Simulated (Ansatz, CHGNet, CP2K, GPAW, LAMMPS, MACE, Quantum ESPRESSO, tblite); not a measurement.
## Codes compared on amorphous Ge (61 atoms)

Aim: run amorphous Ge (61 atoms) in several programs and set results and cost side by side. A plane-wave run serves as the reference.

Program: Quantum ESPRESSO 7.5. Level of theory: Kohn-Sham DFT, PBE, SSSP efficiency 1.3.0 pseudopotentials, plane waves. Results are calculated unless marked as measured.

## (1) Set-up

The cell holds 61 atoms: 61 Ge. Its edges and angles: a = 11.207 Å, b = 11.207 Å, c = 11.207 Å, α = 90.0°, β = 90.0°, γ = 90.0°. 61 atoms (61 Ge) placed at random at 5.23 g/cm³, melted at 3500 K for 10 ps at fixed volume with the Tersoff potential (Tersoff, Phys. Rev. B 39, 5566 (1989)). Quenched from 3500 K to 300 K at 6 K/ps and fixed volume, annealed at 1300 K for 20 ps, held 5 ps.

## (2) Plane-wave reference

File pw.in:

```
&control
  calculation = 'scf'
  pseudo_dir = './pseudo'
  outdir = './tmp'
  disk_io = 'none'
  tprnfor = .true.
  tstress = .true.
/
&system
  ibrav = 0
  nat = 61
  ntyp = 1
  ecutwfc = 45
  ecutrho = 360
  nosym = .true.
  occupations = 'smearing'
  smearing = 'fd'
  degauss = 0.003675
/
&electrons
  conv_thr = 3.0e-07
  electron_maxstep = 100
  mixing_beta = 0.2
  mixing_mode = 'local-TF'
  diagonalization = 'david'
/
ATOMIC_SPECIES
Ge 72.630 Ge.upf
CELL_PARAMETERS angstrom
11.20750 0.00000 0.00000
0.00000 11.20750 0.00000
0.00000 0.00000 11.20750
ATOMIC_POSITIONS crystal
Ge 0.10753 0.68397 0.81275
Ge 0.00882 0.98303 0.35227
Ge 0.52455 0.94572 0.80790
Ge 0.25408 0.14946 0.88873
Ge 0.87834 0.22258 0.00567
Ge 0.59841 0.00624 0.50144
Ge 0.93324 0.63668 0.94247
Ge 0.09266 0.32144 0.42211
Ge 0.39120 0.32656 0.21997
Ge 0.39254 0.05660 0.46445
Ge 0.90140 0.99869 0.96309
Ge 0.41313 0.28304 0.46342
[... 45 atom lines left out ...]
Ge 0.21610 0.50128 0.73807
Ge 0.84063 0.86790 0.25935
Ge 0.86834 0.94578 0.74138
Ge 0.83730 0.26825 0.79856
K_POINTS gamma
```

Command:

```console
OMP_NUM_THREADS=1 mpirun -np 4 pw.x -in pw.in > output.txt
```

What it wrote:

```text
Program PWSCF
     gamma-point specific algorithms are used
     one sub-group per band group will be used
     scalapack distributed-memory algorithm (size of sub-group:  2*  2 procs)
     Parallelization info
     sticks:   dense  smooth     PW     G-vecs:    dense   smooth      PW
     Min        3207    1607    400               273913    96889   12120
     Max        3214    1610    402               273914    96892   12126
     Sum       12841    6433   1605              1095655   387563   48489
     bravais-lattice index     =            0
     lattice parameter (alat)  =      21.1791  a.u.
     unit-cell volume          =    9499.9833 (a.u.)^3
     number of atoms/cell      =           61
     number of atomic types    =            1
     number of electrons       =       854.00
[... lines left out ...]
     scf convergence threshold =      3.0E-07
[... lines left out ...]
     number of k points=     1  Fermi-Dirac smearing, width (Ry)=  0.0037
[... lines left out ...]
     total energy              =  -13031.67601013 Ry
[... lines left out ...]
     total energy              =  -13031.43573999 Ry
[... lines left out ...]
     total energy              =  -13031.50412680 Ry
[... lines left out ...]
     total energy              =  -13031.50683717 Ry
[... lines left out ...]
     total energy              =  -13031.50683810 Ry
[... lines left out ...]
          k = 0.0000 0.0000 0.0000 ( 24245 PWs)   bands (ev):
   -16.8174 -16.8086 -16.8067 -16.7882 -16.7832 -16.7753 -16.7736 -16.7717
   -16.7681 -16.7669 -16.7583 -16.7403 -16.7375 -16.7347 -16.7308 -16.7297
   -16.7269 -16.7239 -16.7211 -16.7179 -16.7168 -16.7146 -16.7103 -16.7081
[...]
12.8287  12.8929  12.9609  13.0043  13.0515  13.1192  13.1594  13.2169
    13.2313  13.3548  13.3846  13.3969  13.4699  13.5132  13.5528  13.5733
     the Fermi energy is     7.8853 ev
!    total energy              =  -13031.50683988 Ry
     estimated scf accuracy    <       0.00000012 Ry
     smearing contrib. (-TS)   =      -0.01200647 Ry
     internal energy E=F+TS    =  -13031.49483342 Ry
     The total energy is F=E-TS. E is the sum of the following terms:
     one-electron contribution =   -8799.89147332 Ry
     hartree contribution      =    5185.17836162 Ry
     xc contribution           =   -3556.94942078 Ry
     ewald contribution        =   -5859.83230094 Ry
     convergence has been achieved in  11 iterations
     Forces acting on atoms (cartesian axes, Ry/au):
     atom    1 type  1   force =    -0.01151069    0.00163095    0.01927522
     atom    2 type  1   force =    -0.01639935   -0.00232643   -0.01445871
     atom    3 type  1   force =     0.00518223   -0.02681040    0.01635566
[...]
atom   60 type  1   force =     0.00488543    0.03836354    0.03420473
     atom   61 type  1   force =     0.00705238    0.02183615   -0.00781112
     Total force =     0.232832     Total SCF correction =     0.002047
     Computing stress (Cartesian axis) and pressure
          total   stress  (Ry/bohr**3)                   (kbar)     P=       45.90
   0.00021948  -0.00007900   0.00006588           32.29      -11.62        9.69
  -0.00007900   0.00025329  -0.00008866          -11.62       37.26      -13.04
   0.00006588  -0.00008866   0.00046322            9.69      -13.04       68.14
     Message from routine punch:
     Nothing written, as per user request (disk_io='none')
```

Run time: 3.1 min. Hardware: 4 MPI ranks of Arm Neoverse V2, shared host; peak memory 4.1 GiB.

Banners, paths, timers and routine set-up lines are dropped from the logs unmarked, and long logs keep their key lines alone; longer cuts are marked.

Numbers from this run:

| Property | Result |
| --- | --- |
| r.m.s. force component | 0.4425 eV/Å |
| longest force | 1.405 eV/Å |
| pressure | 4.59 GPa |

## (3) Local order

Pair distribution function in bins of 0.1 Å:

```
r (Å)  total
 2.25   0.00
 2.35   1.83
 2.45   6.64
 2.55   2.61
 2.65   1.04
 2.75   0.08
 2.85   0.00
 2.95   0.00
 3.05   0.00
 3.15   0.12
 3.25   0.17
 3.35   0.16
 3.45   0.10
 3.55   0.57
 3.65   1.27
 3.75   1.54
 3.85   2.03
 3.95   2.01
 4.05   2.17
 4.15   1.64
 4.25   1.27
 4.35   1.43
 4.45   1.01
 4.55   0.82
 4.65   1.12
 4.75   0.56
 4.85   0.92
 4.95   0.74
 5.05   0.73
 5.15   1.00
 5.25   0.72
 5.35   0.74
 5.45   0.85
 5.55   0.72
```

Bonds by pair of elements; cutoffs follow the first minimum of g(r), held within bounds set by covalent radii, and pairs that aren't listed don't count as bonded (cutoffs were set anew for this text, so counts can differ from the run's own analysis):

```
pair A-B  cutoff (Å)  bonds  mean length (Å)  spread (Å)  shortest (Å)  B about A  A about B
   Ge-Ge        2.98    124             2.48       0.084          2.30       4.07       4.07
```

How many atoms have how many bonded neighbours:

```
element  mean   4  5
     Ge  4.07  57  4
```

Rings of the network by King's shortest-path rule, up to 12 atoms, one path for each pair of neighbours; H, halogens, alkali and alkaline-earth atoms are left out, and the last column divides by all other atoms, bonded or not:

```
ring size (atoms)  rings  per network atom
                3      1             0.016
                4      4             0.066
                5     25              0.41
                6     62              1.02
                7     20             0.328
                8      2             0.033
```

## (4) The ladder

The programs:
- CHGNet: machine-learned potential, published weights.
- CP2K 2026.2: Gaussian basis with GTH pseudopotentials and a plane-wave density; labels give functional, basis (MOLOPT sets; SR short-range, UZH the newer set with its own potentials), grid cutoff/relative cutoff and solver (OT: orbital transformation; TRS4, TC2, SIGN: linear-scaling purification with its sparsity filter), or its built-in tight binding.
- GPAW 26.7.0: PAW with atomic orbitals (LCAO), plane waves or a real-space grid of spacing h.
- MACE: machine-learned potential, published weights.
- Quantum ESPRESSO 7.5: plane waves; labels (QE) give functional, pseudopotential set and cutoffs of waves/density.
- tblite 0.8.0: extended tight binding, driven from Python.

All use the same cell and atoms; the electronic-structure runs use the same k-mesh, and an electronic temperature of 580 K (0.05 eV) where levels are smeared.

Differences are against the plane-wave reference, forces as r.m.s. over components; share is that over the reference's r.m.s. force, slope the least-squares factor from reference forces to these. Total energies of different programs have different zeros and aren't compared.

```
                                                              run  Δ force, r.m.s. (meV/Å)  share (%)  slope  Δ pressure (GPa)  cores  CPU time  memory (GiB)
                                                        reference                        -          -      -                 -      4    12 min           4.1
                                           CHGNet 0.3.0 potential                      274       62.0  0.553            0.0502      1     3.6 s          0.61
            CP2K BLYP, DZVP-MOLOPT-SR, 350/50 Ry, diagonalisation                     94.5       21.4  0.940              2.02      2      92 s           1.6
            CP2K PBE+rVV10L, DZVP-UZH, 350/50 Ry, diagonalisation                     33.7       7.61  1.004             0.519      2   4.9 min           3.1
    CP2K PBE, DZVP-MOLOPT (SR for Ge), 350/50 Ry, diagonalisation                     23.4       5.28  0.993              1.04      2      89 s           1.6
          CP2K PBE, DZVP-UZH, 175/50 Ry, diagonalisation (coarse)                     26.7       6.04  1.000             0.806      2      99 s          0.84
          CP2K PBE, DZVP-UZH, 244/50 Ry, diagonalisation (coarse)                     26.8       6.05  1.000             0.806      2     2 min           1.2
          CP2K PBE, DZVP-UZH, 350/30 Ry, diagonalisation (coarse)                     26.8       6.05  1.000             0.808      2      96 s           1.6
                   CP2K PBE, DZVP-UZH, 350/50 Ry, diagonalisation                     26.8       6.05  1.000             0.806      2   2.3 min           1.6
    CP2K PBE, TZVP-MOLOPT (SR for Ge), 350/50 Ry, diagonalisation                     19.5       4.40  0.999             0.698      4   2.1 min           3.0
CP2K revPBE, PBE potentials, DZVP-UZH, 350/50 Ry, diagonalisation                     27.5       6.21  0.997              1.06      2   2.4 min           1.6
                                      GPAW LDA, LCAO dzp, h 0.2 Å                     28.3       6.41  1.003                 -      1   2.3 min           1.3
                                      GPAW PBE, LCAO dzp, h 0.2 Å                     54.7       12.4  1.086                 -      1   2.5 min           1.3
                        GPAW PBE, LCAO szp(dzp), h 0.2 Å (coarse)                      150       33.9  1.222                 -      1     2 min           1.3
                                           GPAW PBE, grid h 0.2 Å                     20.9       4.72  1.034                 -      4    23 min           3.9
                                      MACE MP-0b2 small potential                      193       43.6  0.798             -1.61      1     6.8 s          0.67
                                      MACE MPA-0 medium potential                      174       39.4  0.905            -0.320      1     7.2 s          0.77
                QE PBE, sssp-1.3.0-efficiency, 35/280 Ry (coarse)                    0.246     0.0555  1.000             -1.27      4   9.1 min           2.9
                                                  tblite GFN1-xTB                      126       28.5  0.806              1.99      1     5.2 s          0.13
```

Rows marked coarse were listed beforehand as settings not expected to be converged; some can still land near the reference.

Times of the machine-learned potentials are mostly Python's start and the loading of weights.

CPU time is summed over cores on a shared host, where runs went side by side, so it is rough. Symmetry, cutoffs, thresholds, outputs and thread counts weren't matched or tuned between programs; memory under MPI is the largest rank's times the ranks.

Runs without a result: CP2K GFN1-xTB, diagonalisation (not converged, the SCF not settling).

Within one program, basis, potentials and functional, energies share a zero. Each run against its twin at the usual cutoff or grid and solver:

```
                                           run                                  twin  Δ energy (meV/atom)  Δ force, r.m.s. (meV/Å)  CPU time over the twin's
CP2K PBE, DZVP-UZH, 175/50 Ry, diagonalisation  DZVP-UZH, 350/50 Ry, diagonalisation               8.0e-4                    0.189                      0.72
CP2K PBE, DZVP-UZH, 244/50 Ry, diagonalisation  DZVP-UZH, 350/50 Ry, diagonalisation              -1.0e-4                    0.009                      0.87
CP2K PBE, DZVP-UZH, 350/30 Ry, diagonalisation  DZVP-UZH, 350/50 Ry, diagonalisation              -0.0324                    0.298                      0.69
      QE PBE, sssp-1.3.0-efficiency, 35/280 Ry      sssp-1.3.0-efficiency, 45/360 Ry                 13.1                    0.246                      0.73
```

## (5) What came out

| Property | Result |
| --- | --- |
| reference r.m.s. force component | 0.443 eV/Å |
| nearest in forces | QE PBE, sssp-1.3.0-efficiency, 35/280 Ry (coarse), 0.056 % |
| farthest in forces | CHGNet 0.3.0 potential, 62 % |
| cheapest electronic-structure run beside the reference | tblite GFN1-xTB, 5.2 s of CPU time |

**Reading.** PBE on plane waves or a grid with other potentials, cutoffs or grids, coarse settings apart, differs from the reference by 4.7 % (GPAW PBE, grid h 0.2 Å) of the r.m.s. force; this holds the reference's own error, so differences of a few per cent don't tell which side is nearer the exact PBE result. The PBE runs in local orbitals, coarse settings apart, differ by 4.4 % (CP2K PBE, TZVP-MOLOPT (SR for Ge), 350/50 Ry, diagonalisation) to 12 % (GPAW PBE, LCAO dzp, h 0.2 Å); basis, grid and potentials can all enter. Tight binding differs by 29 % (tblite GFN1-xTB); it is another model, with fitted parameters of its own, and the xTB methods hold dispersion. Machine-learned potentials differ by 39 % (MACE MPA-0 medium potential) to 62 % (CHGNet 0.3.0 potential); they were trained on other programs' data. The reference samples few k-points for this cell, and its sampling error, which other DFT runs on the same mesh share, can be part of so large a difference. Among those trained on PBE data the slope goes as low as 0.55, with a correlation of 0.79, so directions differ as well as sizes. Rows with another functional or a dispersion term differ by 6.2 % (CP2K revPBE, PBE potentials, DZVP-UZH, 350/50 Ry, diagonalisation) to 21 % (CP2K BLYP, DZVP-MOLOPT-SR, 350/50 Ry, diagonalisation), which mixes the change of model with differences of basis and potentials, some of them made for another functional. Runs with settings chosen to be coarse differ by 0.056 % (QE PBE, sssp-1.3.0-efficiency, 35/280 Ry) to 34 % (GPAW PBE, LCAO szp(dzp), h 0.2 Å), their programs' other errors included. Of the electronic-structure runs that take under half the reference's CPU time, CP2K PBE, TZVP-MOLOPT (SR for Ge), 350/50 Ry, diagonalisation comes nearest, at 4.4 % in 2.1 min against 12 min. GPAW PBE, LCAO szp(dzp), h 0.2 Å stiffens the forces by a factor of 1.22 while following their directions (correlation 0.979); the slopes of the 4 GPAW runs lie between 1.00 and 1.22. In the reference: levels near the Fermi energy are neither full nor empty under the smearing, so no gap is quoted. In the reference: the first maximum of g(r) stands at about 2.5 Å. Periodic xTB results under one method name differ between programs and library versions. The potentials hold different valence shells: 854 electrons in the reference, 244 in CP2K with DZVP-MOLOPT and 244 in GPAW; this bears on time and differences. GPAW's setups keep the filled d shell of Ge in the core. The reference's pressure holds the uncorrected Pulay stress of its 45 Ry basis, so small pressure differences, and their order, may be the reference's own error. Machine-learned potentials mimic data converged in k, so the reference's own k-point error enters their differences. The quench rate of 6 K/ps is many orders above laboratory rates, so the cell is likely richer in defects and strain than a real sample. The network of bonds at the start is that of the classical potential that made the cell, and needn't be the one that DFT or experiment would give. The reference's stress is far from hydrostatic: its diagonal is 3.2, 3.7, 6.8 GPa, compression counted positive. The electronic-structure runs sample only Γ, in a cell whose shortest periodic width is 11 Å, which is coarse for a cell with partly filled levels.

[Also dropped from logs without a mark: logging warnings of Python, and SIESTA's first energy breakdown and zero terms.]

[Logs are printed without paths, hosts, clocks, repeated set-up lines and the standing remarks that a program may print on its own settings, such as how far it seeks lower states.]

[Hosts, paths, dates, database ids (printed as entryN), source tags and the programs' standing remarks are cut or masked in the printed files.]
